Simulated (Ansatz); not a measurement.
## Work function of Mg(0001): what the settings cost and change: cost of one run

Ansatz 0.2.0; plane-wave DFT, PBE, Ansatz PAW. The cell holds 10 atoms.

File input.yaml:

```yaml
crystal:
  lattice:
    - [3.21, 0.0, 0.0]
    - [1.605, 2.7799415461, 0.0]
    - [0.0, 0.0, 41.45868]
  atoms:
    - { symbol: Mg, position: [0.6666666667, 0.6666666667, 0.2170836119] }
    - { symbol: Mg, position: [0.0, 0.0, 0.2799539204] }
    - { symbol: Mg, position: [0.6666666667, 0.6666666667, 0.3428242288] }
    - { symbol: Mg, position: [0.0, 0.0, 0.4056945373] }
    - { symbol: Mg, position: [0.6666666667, 0.6666666667, 0.4685648458] }
    - { symbol: Mg, position: [0.0, 0.0, 0.5314351542] }
    - { symbol: Mg, position: [0.6666666667, 0.6666666667, 0.5943054627] }
    - { symbol: Mg, position: [0.0, 0.0, 0.6571757712] }
    - { symbol: Mg, position: [0.6666666667, 0.6666666667, 0.7200460796] }
    - { symbol: Mg, position: [0.0, 0.0, 0.7829163881] }
kpoints:
  mp_grid: { grid: [15, 15, 1] }
hamiltonian:
  xc: pbe
scf:
  occupations: { method: fermi_dirac, width: 0.1 }
  convergence: { dr2_threshold: 1.0e-09 }
efield:
  axis: 3
  dipole_correction: true
  ramp_position: 0.97
  ramp_width: 0.06
output:
  write_potential: true
  write_density: true
  volumetric_format: npy
```

Started as:

```bash
$ ansatz run input.yaml --threads 2 --pin off --max-ram 3072MiB --backend cpu --events-out ev --progress --plain --runs-dir out
```

For reference, a run of the same kind (7 atoms, 27 k-points, 42 bands and 7,387 plane waves; 7 SCF cycles) took 26 s and 0.79 GiB on the same hardware.

**Question.** How long does this run take on 2 threads of Intel Xeon 6975P-C (Granite Rapids), shared host, and how much memory does it need?

At two electrons a band, the 100 electrons need 50 bands, and 10 more are carried. The run has 27 k-points, 60 bands and 7,327 plane waves. Taking the work of a cycle as k-points × spins × bands × plane waves, that is 1.4 times the reference, or 37 s at the reference's 7 cycles. The run needed 8 SCF cycles, which makes it about 42 s. One copy of the wavefunctions takes 0.18 GiB at 16 bytes a coefficient, against 0.12 GiB in the reference; grids, projectors and work arrays come on top. Measured: about 44 s, with a peak of 0.96 GiB. The estimate holds within 25 %.

[Logs are printed without paths, hosts, clocks, repeated set-up lines and the standing remarks that a program may print on its own settings, such as how far it seeks lower states.]

[Hosts, paths, dates, database ids (printed as entryN), source tags and the programs' standing remarks are cut or masked in the printed files.]

[Maps of the electrostatic potential energy from Ansatz leave out the sawtooth potential of an applied field or a dipole correction, so their vacuum need not be flat; planar profiles and work functions include it.]
